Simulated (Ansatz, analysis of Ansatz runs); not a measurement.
# A hop of Mg in MgB2C2 (Pnnm), charge −2, part 3 of 3

Wanted: path and barrier of a jump of Mg in MgB2C2 (Pnnm) at charge −2. The case: V_Mg hop (2.8 Å), in a cell of 60 host atoms with 1 Mg taken out.

Ansatz 0.2.0; plane-wave PAW DFT, PBEsol; nudged elastic band between two relaxed defect structures at fixed charge in a uniform background.

So far: The starting structure; Relaxation of the start point, charge −2; Relaxation of the end point, charge −2; Nudged elastic band, charge −2.

## (4) Nudged elastic band, charge −2 (continued)

The path, image by image:

| image | path (Å) | energy (eV) | Mg24: x, y, z (Å) |
| --- | --- | --- | --- |
| 0 | 0.000 | 0.0000 | -0.003, 7.170, 2.925 |
| 1 | 0.437 | 0.2783 | -0.002, 7.170, 3.298 |
| 2 | 0.875 | 0.8233 | -0.002, 7.170, 3.719 |
| 3 | 1.312 | 1.0930 | -0.002, 7.170, 4.153 |
| 4 | 1.749 | 0.8240 | -0.002, 7.170, 4.587 |
| 5 | 2.186 | 0.2796 | -0.002, 7.171, 5.008 |
| 6 | 2.623 | -0.0001 | -0.002, 7.171, 5.381 |

Numbers from this step:

* free energy: -30607.1168 eV
* barrier forward: 1.093 eV
* barrier backward: 1.093 eV
* end less start: -1.11e-4 eV
* hop length: 2.455 Å

Track of the atom that was set to move:

| image | x (Å) | y (Å) | z (Å) | nearest neighbour | distance (Å) |
| --- | --- | --- | --- | --- | --- |
| 0 | -0.003 | 7.17 | 2.925 | C | 2.269 |
| 1 | -0.002 | 7.17 | 3.298 | C | 2.17 |
| 2 | -0.002 | 7.17 | 3.719 | C | 2.087 |
| 3 | -0.002 | 7.17 | 4.153 | C | 2.059 |
| 4 | -0.002 | 7.17 | 4.587 | C | 2.087 |
| 5 | -0.002 | 7.171 | 5.008 | C | 2.17 |
| 6 | -0.002 | 7.171 | 5.381 | C | 2.27 |

The band met its tolerance of 0.05 eV/Å after 5 iterations, with image 3 on top (the start counts as 0). Mg24, which moves farthest between the ends, has 6 C at 2.27 to 2.41 Å and 6 B at 2.37 to 2.51 Å nearest at the start and 2 C at 2.06 Å and 2 B at 2.18 Å at the top.

## (5) Single point at the start point, PBEsol, denser k-mesh

Three single points on a mesh of more k-points (start, top, end) test the sampling. The start is shown; top and end are run alike.

This step: plane-wave PAW DFT, PBEsol; single point of a defect supercell on a structure of the PBEsol path.

File qm2.start.mesh/input.yaml:

```yaml
crystal:
  lattice:
    - [4.61704896, 7.1710112, 0.0]
    - [-4.61704896, 7.1710112, 0.0]
    - [0.0, 0.0, 8.29768847]
  atoms:
    - { symbol: Mg, position: [-0.00023853, 0.50015222, 0.16725397] }
    - { symbol: Mg, position: [0.49980098, 0.00014997, 0.16727101] }
[... 21 atom lines left out ...]
    - { symbol: Mg, position: [0.49958091, 0.50024363, 0.35255429] }
    - { symbol: B, position: [0.30188902, 0.4300537, 0.5036555] }
[... 2 atom lines left out ...]
    - { symbol: B, position: [0.69750951, 0.57010707, 0.50367937] }
    - { symbol: B, position: [0.43350271, 0.80247163, 0.33472367] }
[... 2 atom lines left out ...]
    - { symbol: B, position: [0.56606433, 0.1978602, 0.334715] }
[... 1 atom line left out ...]
    - { symbol: C, position: [0.51234406, 0.71850142, 0.50043028] }
    - { symbol: C, position: [0.48716092, 0.28180679, 0.5004189] }
[... 1 atom line left out ...]
    - { symbol: C, position: [0.21434565, 0.50869366, 0.33440724] }
[... 2 atom lines left out ...]
    - { symbol: C, position: [0.78510485, 0.49155597, 0.33440931] }
[... 7 atom lines left out ...]
    - { symbol: B, position: [0.43372032, 0.79727837, 0.66726831] }
[... 2 atom lines left out ...]
    - { symbol: B, position: [0.56584492, 0.20308337, 0.66726255] }
[... 7 atom lines left out ...]
    - { symbol: C, position: [0.79000086, 0.49580972, 0.66727601] }
total_charge: -2
basis:
  ecutwfc: 420
  xc_grid: 2
hamiltonian:
  xc: pbesol
kpoints:
  mp_grid: { grid: [2, 2, 2], shift: [0.5, 0.5, 0.5] }
scf:
  occupations: { method: fixed }
  max_iter: 80
output:
  forces: true
  eigenvalues: true
checkpoint:
  write: "../qm2.start.mesh.run"
  compress: false
  write_wavefunctions: false
  write_every: 100000
```

Command:

```sh
$ ansatz run input.yaml --threads 4 --pin off --max-ram 7536MiB --backend cpu --events-out ev --progress --plain --runs-dir out
```

Numbers of over 12 decimals in the logs are rounded to 6 here.

Output:

```text
[...]
Crystal: 59 atoms, lattice volume = 549.455 Å³
Basis set: ecut = 420 eV, 10723 PW (Γ), exchange–correlation on 120×120×120 points (8 copies of the dense FFT grid, shifted against one another)
Bands: 199, of which v1, the nominal top of the filled ones, is band 140 counted from 1 (139 counted from 0)
Symmetry: 1 space group operations
[...]
k-points: 4 of 8 (time reversal used)
[...]
SCF iter   1: F=—  HF=-30608.074951 eV  |F-HF|=—  |Δ(HF+E_count)|=         —  Δρ=1.55e-2  dr2=1.23e0  ethr=1.77e-3  ⟨swp⟩=5.0  Hψ=2880  notcnv=0  defer=220
[...]
SCF iter   8: F=-30607.552579 eV  HF=-30607.552579 eV  |F-HF|=3.85e-9  |Δ(HF+E_count)|=   6.97e-8  Δρ=3.07e-6  dr2=4.47e-8  ethr=3.57e-11  ⟨swp⟩=11.5  Hψ=3516  notcnv=0
SCF 1 converged in 8 iterations: F = -30607.552579 eV  dr2 = 4.47e-8
[...]
SCF converged after 8 iterations
Free energy (F): -30607.552579 eV
[...]
Internal energy: -30607.552579 eV  (E = F + TS)
E sigma→0 (E₀):  -30607.552579 eV
Fermi energy:    7.611588 eV
[...]
--- Forces (eV/Å), atoms counted from 1 ---
  atom   1  Mg    -0.00125593    -0.00232749     0.00101057
  atom   2  Mg     0.00097746     0.00075112    -0.00070618
  [... 21 atoms left out ...]
  atom  24  Mg     0.00237348     0.00129725     0.01956323
  atom  25  B      0.35373362    -0.14674657     0.00280086
  [... 2 atoms left out ...]
  atom  28  B     -0.35120245     0.15390036     0.00157989
  atom  29  B     -0.35593257    -0.07139872     0.04496060
  [... 2 atoms left out ...]
  atom  32  B      0.35439958     0.07026077     0.04780550
  [... 1 atom left out ...]
  atom  34  C      0.31154986     0.19629646    -0.03114996
  atom  35  C     -0.31329148    -0.19786521    -0.03032712
  [... 4 atoms left out ...]
  atom  40  C      0.27654675    -0.10427218     0.00776252
  [... 7 atoms left out ...]
  atom  48  B     -0.41770373    -0.07582694     0.00351334
  [... 2 atoms left out ...]
  atom  51  B      0.41929306     0.06775176     0.00257539
  [... 8 atoms left out ...]
  max |Σ_I F_I| component: 2.79e-6 eV/Å
--- Band table (eV) ---
[...]
[... further k-points left out ...]
```

Run time: 10 s. Hardware: 4 threads of Intel Xeon Platinum 8488C (Sapphire Rapids), shared host; peak memory 2.2 GiB.

Numbers from this step:

```
free energy : -30607.5526 eV
```

## (6) Barrier from single points, PBEsol, denser k-mesh

Analysis of the runs above: barrier from PBEsol single points on the PBEsol path.

It gives:

* barrier forward: 0.9723 eV
* barrier backward: 0.9737 eV
* end less start: -0.001393 eV

This gives 0.972 eV against the band's 1.093 eV (backward 0.974 against 1.093 eV), so the sampling matters here.

## (7) Outcome

```yaml
barrier_forward: 1.09 eV
barrier_backward: 1.09 eV
end_less_start: 0.00 eV
hop_length: 2.46 Å
band_iterations_as_the_log_counts_them: 5
barrier_from_single_points_pbesol_denser_k_mesh: 0.97 eV
```

In words: The top of the band lies 1.09 eV above the start and 1.09 eV above the end, which are alike in energy and neighbours. On the mesh of more k-points the top lies 0.97 eV above the start and 0.97 eV above the end, so the band's own sampling is not converged. At the top Mg24 stands 2.06 Å from its nearest C, 0.21 Å closer than at the start. The order of the top as a saddle was not checked for all atoms, so a bent path could be lower. No image-charge correction is applied; it largely cancels along a path if the charge stays localised alike. Keep in mind: sampling at the zone centre alone can move energies of charged and open-shell states by tenths of an eV or more in cells of this size; periodic copies of the defect are only 8.3 Å apart.

[Logs are printed without paths, hosts, clocks, repeated set-up lines and the standing remarks that a program may print on its own settings, such as how far it seeks lower states.]

[Hosts, paths, dates, database ids (printed as entryN), source tags and the programs' standing remarks are cut or masked in the printed files.]
